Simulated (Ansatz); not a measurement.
## Lattice dynamics of CuF (model cell, started as NiAs type)

Wanted: phonon frequencies of CuF (model cell, started as NiAs type) and what follows from them.

Program: Ansatz 0.2.0. Level of theory: DFT PBEsol, scalar-relativistic, plane waves, PAW. Results are calculated unless marked as measured.

The structure was built from a prototype and need not be the compound's stable phase.

### 1. Starting point

Symmetry: P6_3/mmc, No. 194, hexagonal system. Conventional cell: a = 2.881 Å, b = 2.881 Å, c = 4.609 Å, α = 90.00°, β = 90.00°, γ = 120.00°. Cu has 6 F at 2.02 Å nearest. Nearest to F lie 6 Cu at 2.02 Å. Farther neighbours and most contacts between anions are not listed.

### 2. Coarse relaxation

The start is far from rest, so a relaxation with loose tolerances brings it close first.

input.yaml

```yaml
crystal:
  lattice:
    - [2.88075, 0.0, 0.0]
    - [-1.44038, 2.49481, 0.0]
    - [0.0, 0.0, 4.6092]
  atoms:
    - { symbol: Cu, position: [0.0, 0.0, 0.0] }
    - { symbol: Cu, position: [0.0, 0.0, 0.5] }
    - { symbol: F, position: [0.333333, 0.666667, 0.25] }
    - { symbol: F, position: [0.666667, 0.333333, 0.75] }
kpoints:
  mp_grid: { grid: [9, 9, 4] }
hamiltonian:
  xc: pbesol
scf:
  occupations: { method: gaussian, width: 0.1 }
output:
  forces: true
  stress: true
  eigenvalues: true
relax:
  adjacent_minimum: "off"
  f_tol: 0.05
  max_steps: 80
  cell: { stress_tol: 0.5 }
```

The run is started by

```
$ ansatz run input.yaml --threads 4 --pin off --max-ram 7168MiB --backend cpu --events-out ev --progress --plain --runs-dir out
```

Numbers of over 12 decimals in the logs are rounded to 6 here.

The program printed:

```text
[...]
F+E_penalty+E_count = -14775.66648842 eV   max|allowed force component| = 2.313e-17 eV/Å   (the final SCF, on the basis selected at the relaxed cell)
  cell:  # Å, volume = 45.5419 Å³
    - [3.193710, 3.200358300246687e-6, 0.0]
    - [-1.596858, 2.765832, 0.0]
    - [0.0, 0.0, 5.155729]
  atoms:
    - { symbol: Cu, position: [0, 0, 0.0] }
    - { symbol: Cu, position: [0, 0, 0.500000] }
    - { symbol: F, position: [0.333333, 0.666667, 0.250000] }
    - { symbol: F, position: [0.666667, 0.333333, 0.750000] }
[key lines of the parts left out:]
SCF converged after 7 iterations
Free energy (F): -14775.666488 eV
Fermi energy:    10.152190 eV
P = ⅓ Tr σ = 0.0669 GPa (0.669 kbar)
```

Run time: 6.5 s. Hardware: 4 threads of Arm Neoverse V2, shared host; peak memory 0.36 GiB; 22 s of CPU time.

This run has no spin polarisation, although Cu can carry a moment.

The steps of the relaxation:

| step | energy less that of the first step (eV) | largest force component (eV/Å) | pressure (GPa) | volume (Å³) |
| --- | --- | --- | --- | --- |
| 1 | 0.0000 | 0.0000 | 68.29 | 33.13 |
| 2 | -1.1676 | 0.0000 | 32.55 | 37.06 |
| 3 | -1.6576 | 0.0000 | 6.41 | 41.50 |
| 4 | -1.6824 | 0.0000 | 0.61 | 42.71 |
| 5 | -1.6850 | 0.0000 | -0.18 | 42.85 |
| 6* | -1.9088 | 0.0000 | 7.19 | 42.85 |
| 7 | -1.9511 | 0.0000 | 1.89 | 44.74 |
| 8 | -1.9502 | 0.0000 | 0.00 | 45.54 |
| 9* | -1.9666 | 0.0000 | 0.07 | 45.54 |

Relaxation steps marked * repeat the geometry before them on a plane-wave basis chosen anew for their cell, so energy and pressure can jump there.

The run keeps the 24 symmetry operations that it works with, so distortions that break them were not tested.

| conventional cell, symmetrised | before | after | change |
| --- | --- | --- | --- |
| a (Å) | 2.881 | 3.194 | +10.9 % |
| b (Å) | 2.881 | 3.194 | +10.9 % |
| c (Å) | 4.609 | 5.156 | +11.9 % |
| volume (Å³/atom) | 8.28 | 11.39 | +37.5 % |

This step gave:

* pressure: 0.06687 GPa
* volume per atom: 11.39 Å³
* gap on the k-mesh: 0 eV

In this step the volume went from 8.28 to 11.39 Å³/atom.

### 3. Relaxation

The cell and atoms are relaxed, since residual forces and stress would shift the frequencies.

input.yaml, the sections that differ from step 2:

```yaml
crystal:
  lattice:
    - [3.1937096724, 3.2004e-06, 0.0]
    - [-1.5968576078, 2.7658321084, 0.0]
    - [0.0, 0.0, 5.1557294593]
  atoms:
    - { symbol: Cu, position: [0.0, 0.0, 0.0] }
    - { symbol: Cu, position: [0.0, 0.0, 0.5] }
    - { symbol: F, position: [0.3333333333, 0.6666666667, 0.25] }
    - { symbol: F, position: [0.6666666667, 0.3333333333, 0.75] }
kpoints:
  mp_grid: { grid: [15, 15, 8] }
relax:
  adjacent_minimum: "off"
  f_tol: 0.005
  max_steps: 80
  cell: { stress_tol: 0.05 }
# hamiltonian, scf, output: as in step 2
```

The program printed:

```text
[...]
Crystal: 4 atoms, lattice volume = 45.542 Å³
Basis set: ecut = 420 eV, 905 PW (Γ), exchange–correlation on 48×48×72 points (8 copies of the dense FFT grid, shifted against one another)
Bands: 32, of which v1, the nominal top of the filled ones, is band 26 counted from 1 (25 counted from 0)
Symmetry: 24 space group operations
[...]
k-points: 135 of 1800
[...]
--- Relaxed structure (2 steps of the walk, 2 accepted, 1 SCFs on fresh bases) ---
[...]
cell:  # Å, volume = 45.5585 Å³
    - [3.194116, 3.200790768931725e-6, 0]
    - [-1.597061, 2.766184, 0]
    - [0, 0, 5.156295]
  atoms:
    - { symbol: Cu, position: [0, 0, 0] }
    - { symbol: Cu, position: [0, 0, 0.5] }
    - { symbol: F, position: [0.333333, 0.666667, 0.25] }
    - { symbol: F, position: [0.666667, 0.333333, 0.750000] }
[key lines of the parts left out:]
SCF converged after 5 iterations
Free energy (F): -14775.665851 eV
Fermi energy:    10.145272 eV
P = ⅓ Tr σ = 0.0380 GPa (0.380 kbar)
```

Run time: 6.3 s. Hardware: 4 threads; peak memory 0.46 GiB.

Little changed from the start: no atom moved by 0.005 Å and no cell edge by 0.1 %.

This step gave:

```
pressure : 0.03796 GPa
```

In this step the volume went from 11.39 to 11.39 Å³/atom.

### 4. Relaxing to small forces for the phonons

Phonons need a cell at rest on their own settings, so the relaxation is repeated with tight tolerances on forces and stress, using the mesh and the filling of the phonon run that follows.

input.yaml

```yaml
crystal:
  lattice:
    - [3.1941155868, 3.2008e-06, 0.0]
    - [-1.5970605654, 2.7661836404, 0.0]
    - [0.0, 0.0, 5.1562949561]
  atoms:
    - { symbol: Cu, position: [0.0, 0.0, 0.0] }
    - { symbol: Cu, position: [0.0, 0.0, 0.5] }
    - { symbol: F, position: [0.3333333333, 0.6666666667, 0.25] }
    - { symbol: F, position: [0.6666666667, 0.3333333333, 0.75] }
kpoints:
  mp_grid: { grid: [15, 15, 8] }
hamiltonian:
  xc: pbesol
scf:
  occupations: { method: methfessel_paxton, width: 0.2 }
output:
  forces: true
  stress: true
  eigenvalues: true
  write_density: true
  write_potential: true
  elf: true
  volumetric_format: npy
relax:
  adjacent_minimum: "off"
  f_tol: 0.001
  max_steps: 60
  cell: { stress_tol: 0.01 }
```

The program printed:

```text
[...]
Crystal: 4 atoms, lattice volume = 45.559 Å³
Basis set: ecut = 420 eV, 905 PW (Γ), exchange–correlation on 48×48×72 points (8 copies of the dense FFT grid, shifted against one another)
Bands: 32, of which v1, the nominal top of the filled ones, is band 26 counted from 1 (25 counted from 0)
Symmetry: 24 space group operations
[...]
k-points: 135 of 1800
[...]
--- Relaxed structure (29 steps of the walk, 28 accepted, 9 SCFs on fresh bases) ---
[...]
cell:  # Å, volume = 41.5283 Å³
    - [2.722425, 2.7281353222692135e-6, 0.0]
    - [-1.361215, 2.357688, 0.0]
    - [0.0, 0.0, 6.469957]
  atoms:
    - { symbol: Cu, position: [0, 0, 0] }
    - { symbol: Cu, position: [0, 0, 0.5] }
    - { symbol: F, position: [0.333333, 0.666667, 0.25] }
    - { symbol: F, position: [0.666667, 0.333333, 0.75] }
[key lines of the parts left out:]
SCF converged after 7 iterations
Free energy (F): -14775.825955 eV
Fermi energy:    11.190947 eV
P = ⅓ Tr σ = 0.0008 GPa (0.008 kbar)
```

It took 92 s on 4 threads; peak memory 0.46 GiB; 5.9 min of CPU time.

Step by step (22 of 38):

| step | energy less that of the first step (eV) | largest force component (eV/Å) | pressure (GPa) | volume (Å³) |
| --- | --- | --- | --- | --- |
| 1 | 0.0000 | 0.0000 | -0.07 | 45.56 |
| 3 | -0.0005 | 0.0000 | 0.04 | 45.48 |
| 5 | -0.0005 | 0.0000 | 0.00 | 45.48 |
| 6* | -0.0003 | 0.0000 | -0.01 | 45.48 |
| 8 | -0.0005 | 0.0000 | 0.00 | 45.45 |
| 10 | -0.0005 | 0.0000 | 0.00 | 45.42 |
| 12* | -0.0004 | 0.0000 | 0.00 | 45.42 |
| 13 | -0.0006 | 0.0000 | 0.00 | 45.39 |
| 15* | -0.0004 | 0.0000 | 0.00 | 45.39 |
| 17 | -0.0006 | 0.0000 | -0.01 | 45.35 |
| 19* | -0.0005 | 0.0000 | -0.01 | 45.35 |
| 20 | -0.0012 | 0.0000 | 0.01 | 45.24 |
| 22 | -0.0295 | 0.0000 | -0.77 | 43.97 |
| 24 | 0.0688 | 0.0000 | 13.70 | 38.08 |
| 26 | -0.0515 | 0.0000 | -0.04 | 42.40 |
| 27 | -0.0518 | 0.0000 | -0.01 | 42.34 |
| 29 | -0.1598 | 0.0000 | 1.12 | 41.73 |
| 31 | -0.1686 | 0.0000 | -0.10 | 41.74 |
| 33* | -0.1722 | 0.0000 | 0.11 | 41.63 |
| 34 | -0.1736 | 0.0000 | -0.02 | 41.55 |
| 36* | -0.1731 | 0.0000 | -0.01 | 41.54 |
| 38* | -0.1731 | 0.0000 | 0.00 | 41.53 |

Relaxation steps marked * repeat the geometry before them on a plane-wave basis chosen anew for their cell, so energy and pressure can jump there. Other such steps can lie between the rows shown. Relaxation step 24 was tried and not accepted.

Forces are held to the 24 operations that the run works with; a distortion that breaks them can't arise in this run.

| cell as run | before | after | change |
| --- | --- | --- | --- |
| a (Å) | 3.194 | 2.722 | -14.8 % |
| b (Å) | 3.194 | 2.722 | -14.8 % |
| c (Å) | 5.156 | 6.470 | +25.5 % |
| volume (Å³/atom) | 11.39 | 10.38 | -8.8 % |

The relaxed structure:

```xyz
4
Lattice="2.7224 0.0000 0.0000 -1.3612 2.3577 0.0000 0.0000 0.0000 6.4700" Properties=species:S:1:pos:R:3 pbc="T T T"
Cu    0.0000    0.0000    0.0000
Cu    0.0000    0.0000    3.2350
F     0.0000    1.5718    1.6175
F     1.3612    0.7859    4.8525
```

Numbers from this step:

```yaml
pressure: 7.97e-4 GPa
volume_per_atom: 10.38 Å³
```

Electrostatic potential energy in the ac plane at fractional y = 0.000, with atoms of Cu within 0.2 Å of it. With pseudopotentials it is smooth inside the atoms' cores, unlike the true potential.

Values in eV, 24 rows by 14 columns, each cell a mean:
```
-41 -41 -37 -25  -6   7  11  12  11   7  -6 -25 -37 -41
-35 -33 -25 -11   3  10  12  13  12  10   3 -11 -25 -33
-12 -10  -3   5  10  12  13  14  13  12  10   5  -3 -10
  8   9  10  12  13  14  14  14  14  14  13  12  10   9
 13  13  13  14  14  14  14  14  15  14  14  14  13  13
 14  14  15  15  14  14  14  13  14  15  15  14  15  14
 13  14  14  14  14  14  14  14  14  15  14  14  14  13
 10  11  12  13  13  14  14  14  14  14  13  13  12  11
 -6  -4   2   7  11  13  14  14  14  13  11   7   2  -4
-30 -27 -18  -6   6  11  13  13  13  11   6  -6 -18 -27
-40 -40 -35 -22  -4   8  11  12  11   8  -4 -22 -35 -40
-40 -41 -40 -29  -9   6  11  12  11   6  -9 -29 -40 -41
-41 -41 -38 -26  -6   7  11  12  11   7  -6 -26 -38 -41
-34 -32 -24 -10   3  10  12  13  12  10   3 -10 -24 -32
-11  -9  -2   5  10  12  13  14  13  12  10   5  -2  -9
  7   8  10  11  13  13  14  14  14  14  13  11  10   8
 13  13  14  14  14  14  15  14  14  14  14  14  14  13
 14  14  15  14  15  15  14  13  14  14  14  15  15  14
 14  14  14  14  14  15  14  14  14  14  14  14  14  14
 10  10  11  12  13  14  14  14  14  14  13  12  11  10
 -4  -2   3   8  11  13  14  14  14  13  11   8   3  -2
-30 -28 -19  -6   5  11  13  13  13  11   5  -6 -19 -28
-41 -40 -36 -22  -4   8  11  12  11   8  -4 -22 -36 -40
-40 -41 -40 -29  -9   6  11  12  11   6  -9 -29 -40 -41
```
Columns run along a (2.7 Å; values clipped at the 3rd and 97th percentile), rows up along c (6.5 Å). Atoms in or near the plane, at fractional coordinates: Cu at (0.00, 0.00), Cu at (0.00, 0.50).

ELF in the ac plane at fractional y = 0.000, with atoms of Cu within 0.2 Å of it. It is the smooth field of the valence electrons, not physical close to the nuclei.

Ten even steps from '_' (0.04) to '@' (0.91), each cell a mean:
```
%%##==::....__..__....::==##
----::....__________....::--
......________..________....
__________..------..________
________::==++**++==::______
______..--++######++--..____
________::++******++::______
________..::======::..______
....________......________..
::::....______________....::
##**--::....______....::--**
@@@@++::..............::++@@
%%##==::..............::==##
----::....__________....::--
......________..________....
__________..::--::..________
________::==******==::______
______..--++######++--..____
________::++**##**++::______
________..::--==--::..______
____________......__________
::::....______________....::
##**--::....______....::--**
@@%%++::..............::++%%
```
Columns run along a (2.7 Å), rows up along c (6.5 Å). Atoms in or near the plane, at fractional coordinates: Cu at (0.00, 0.00), Cu at (0.00, 0.50).

Valence density in the ac plane at fractional y = 0.000, with atoms of Cu within 0.2 Å of it. It is the smooth field of the valence electrons, not physical close to the nuclei.

Ten steps, logarithmic in the rise over the least value, from '_' (0 e/Å³) to '@' (65 e/Å³), each cell a mean:
```
%%%%**--..__________..--**%%
**++==::..__________..::==++
::::..__________________..::
____________________________
______________..____________
____________......__________
____________......__________
____________________________
......__________________....
====--..______________..--==
%%##++--..__________..--++##
@@@@##==::__________::==##@@
@@%%**--..__________..--**%%
++++--::______________::--++
::::..__________________..::
____________________________
____________......__________
____________......__________
____________......__________
____________________________
....______________________..
++==--..______________..--==
%%##++--..__________..--++##
@@@@##==::__________::==##@@
```
Columns run along a (2.7 Å), rows up along c (6.5 Å). Atoms in or near the plane, at fractional coordinates: Cu at (0.00, 0.00), Cu at (0.00, 0.50).

The forces vanish by symmetry and the pressure is 0.001 GPa, within the tolerances set. The cell now holds 10.38 Å³/atom.

### 5. Linear response at the zone centre

The zone centre comes first: it holds the modes that light can see, as far as symmetry allows. No field response is asked, since the mesh shows no gap.

input.yaml, the sections that differ from step 4:

```yaml
crystal:
  lattice:
    - [2.7224252891, 2.7281e-06, 0.0]
    - [-1.3612150072, 2.3576880962, 0.0]
    - [0.0, 0.0, 6.4699573338]
  atoms:
    - { symbol: Cu, position: [0.0, 0.0, 0.0] }
    - { symbol: Cu, position: [0.0, 0.0, 0.5] }
    - { symbol: F, position: [0.3333333333, 0.6666666667, 0.25] }
    - { symbol: F, position: [0.6666666667, 0.3333333333, 0.75] }
output:
  eigenvalues: true
phonons:
  method: dfpt
# kpoints, hamiltonian, scf: as in step 4
# relax: removed
```

The program printed:

```text
[...]
Crystal: 4 atoms, lattice volume = 41.528 Å³
Basis set: ecut = 420 eV, 843 PW (Γ), exchange–correlation on 40×40×96 points (8 copies of the dense FFT grid, shifted against one another)
Bands: 32, of which v1, the nominal top of the filled ones, is band 26 counted from 1 (25 counted from 0)
Symmetry: 24 space group operations
k-points: 488 of 1800 (irreducible under 2 space group operations, time reversal used)
[...]
SCF iter   1: F=—  HF=-14775.866109 eV  |F-HF|=—  |Δ(HF+E_count)|=         —  Δρ=2.29e-2  dr2=1.38e-1  ethr=1.77e-3  ⟨swp⟩=4.4  Hψ=52921  notcnv=0
[...]
SCF iter  11: F=-14775.825955 eV  HF=-14775.825955 eV  |F-HF|=7.28e-12  |Δ(HF+E_count)|=  6.55e-11  S|Δr|=    0.00e0  Δρ=1.70e-7  dr2=5.84e-12  ethr=1.00e-12  ⟨swp⟩=8.0  Hψ=79433  notcnv=0
SCF 1 converged in 11 iterations: F = -14775.825955 eV  dr2 = 5.84e-12
[...]
DFPT response loops at Γ: preconditioner auto → Kerker (q_TF=auto, 2.832 Å⁻¹) (partly filled bands, converged f_vac=0.010); β = 1.00, the filter's whole step (`scf.mixing.beta` (0.50) is not read by the response loops under this deck's `scf.mixing.preconditioner`; to damp them name `kerker` or `kerker_dos`, under which they read `scf.mixing.beta`, and type it under 1.00, their step now; both keys bind the ground state too); Broyden in place of MSR1
SCF converged after 11 iterations
[...]
Free energy (F): -14775.825955 eV
[...]
Internal energy: -14775.838061 eV  (E = F + TS)
E sigma→0 (E₀):  -14775.828981 eV
Entropy (-TS):   0.012106 eV (3.026 meV/atom)
Fermi energy:    11.190947 eV
[...]
--- Band table (eV; the first three rows and the last of 488) ---
  k-point 0: bands = [... 22 lower, 10.4222, 10.5073, 10.5073, 10.7980, 10.7980, 14.3661, 16.6026, 23.7402, ... 2 higher]
  k-point 1: bands = [... 22 lower, 10.4970, 10.5139, 10.5139, 10.7838, 10.7838, 14.0120, 16.9830, 23.0394, ... 2 higher]
  k-point 2: bands = [... 22 lower, 10.5349, 10.5349, 10.7350, 10.7439, 10.7439, 13.2908, 17.7881, 21.9397, ... 2 higher]
  k-point 487: bands = [... 22 lower, 10.6552, 10.7736, 10.8027, 11.0179, 14.4490, 15.4000, 20.6826, 20.7427, ... 2 higher]
--- Phonons (Γ-DFPT): 4 representative perturbations + reference, on 488 of 1800 k-points (Σ response iterations 15) ---
  k mesh reduced under 2 symmetry operations, with k and −k counted as one. Each operation leaves every solved perturbation unchanged. A smaller set is not used because it would not reduce the number of displacements times k-points to solve
  ASR residual: 6.627e-5 → 0.000e0 eV/Å²; symmetrization residual: 1.798e-4 eV/Å²
  ASR residual per site (eV/Å²): 6.63e-5 6.63e-5 3.52e-5 3.52e-5
  Γ frequencies (cm⁻¹): -140.65 -140.65 -77.63 -77.63 -43.44 -43.44 0.00 0.00 0.00 223.15 229.57 234.08
  non-analytic LO–TO correction: not included (Born effective charges unavailable; polar crystals: no LO–TO splitting at Γ)
```

Elapsed: 74 s, on 4 threads; peak memory 2.1 GiB; 4.6 min of CPU time.

The column dr2 measures how far the density is from self-consistency, as an energy; F and HF (Harris–Foulkes) agree once it is small.

This step gave:

| Item | Value |
| --- | --- |
| sum-rule residual before enforcement | 6.63e-5 eV/Å² |
| point group | 6/mmm |
| highest optical mode at the zone centre (no LO-TO term) | 234.1 cm⁻¹ |
| lowest optical zone-centre mode | -140.7 cm⁻¹ |

Patterns of degenerate modes are one choice out of their space. The modes at Γ (shares of kinetic energy by element, %) (negative means imaginary):

| mode | frequency (cm⁻¹) | symmetry | Cu % | F % |
| --- | --- | --- | --- | --- |
| 1 | -140.7 | E2g | 0 | 100 |
| 2 | -140.7 | E2g | 0 | 100 |
| 3 | -77.6 | E1u | 23 | 77 |
| 4 | -77.6 | E1u | 23 | 77 |
| 5 | -43.4 | E2u | 100 | 0 |
| 6 | -43.4 | E2u | 100 | 0 |
| 7 | 0.0 | acoustic | 77 | 23 |
| 8 | 0.0 | acoustic | 77 | 23 |
| 9 | 0.0 | acoustic | 77 | 23 |
| 10 | 223.2 | A2u | 23 | 77 |
| 11 | 229.6 | B1g | 0 | 100 |
| 12 | 234.1 | B2u | 100 | 0 |

Displacements in mode 2 (-140.7 cm⁻¹), the largest set to 1:
```
Cu1  0.00  0.00  0.00
Cu2  0.00  0.00  0.00
F3   0.16  1.00  0.00
F4  -0.16 -1.00  0.00
```

Displacements in mode 11 (229.6 cm⁻¹), the largest set to 1:
```
Cu1  0.00  0.00  0.00
Cu2  0.00  0.00  0.00
F3   0.00  0.00  1.00
F4   0.00  0.00 -1.00
```

Before it was imposed, the acoustic sum rule was missed by 6.6e-5 eV/Å². Small misses are needed for a sound result but don't prove that mesh and cutoff are converged. The lowest optical mode is imaginary, 140.7i cm⁻¹, so the energy falls along it.

(Part 1 of 2 ends here.)

[Logs are printed without paths, hosts, clocks, repeated set-up lines and the standing remarks that a program may print on its own settings, such as how far it seeks lower states.]

[Hosts, paths, dates, database ids (printed as entryN), source tags and the programs' standing remarks are cut or masked in the printed files.]
